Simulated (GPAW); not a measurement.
**Whose spectrum is this?**

Method: GPAW, LDA, RPA, without spin-orbit coupling, line width 0.15 eV (Lorentzian); metals get a typed carrier damping. The response is along the first axis of the cell.

```tsv
E (eV)	Im ε
0.00	0.00
0.25	0.00
0.50	0.01
0.75	0.01
1.00	0.02
1.25	0.02
1.50	0.03
1.75	0.03
2.00	0.04
2.25	0.05
2.50	0.06
2.75	0.07
3.00	0.08
3.25	0.10
3.50	0.12
3.75	0.16
4.00	0.26
4.25	0.43
4.50	0.82
4.75	1.09
5.00	1.54
5.25	2.34
5.50	2.95
5.75	3.46
6.00	3.67
6.25	4.67
6.50	5.37
6.75	5.60
7.00	6.35
7.25	7.57
7.50	6.79
7.75	6.90
8.00	7.39
8.25	5.27
8.50	3.84
8.75	2.68
9.00	2.83
9.25	3.45
9.50	3.89
9.75	4.62
10.00	4.49
```

Which of these systems gave the spectrum?
A. AlN (F-43m)
B. GaN (F-43m)
C. BN (F-43m)

A. AlN (F-43m): ε∞ = 4.48 along the first axis, strongest peak along the first axis at 7.28 eV. The others: BN (F-43m), ε∞ = 4.58 along the first axis, strongest peak along the first axis at 11.83 eV; GaN (F-43m), ε∞ = 5.89 along the first axis, strongest peak along the first axis at 7.10 eV.

[Logs are printed without paths, hosts, clocks, repeated set-up lines and the standing remarks that a program may print on its own settings, such as how far it seeks lower states.]
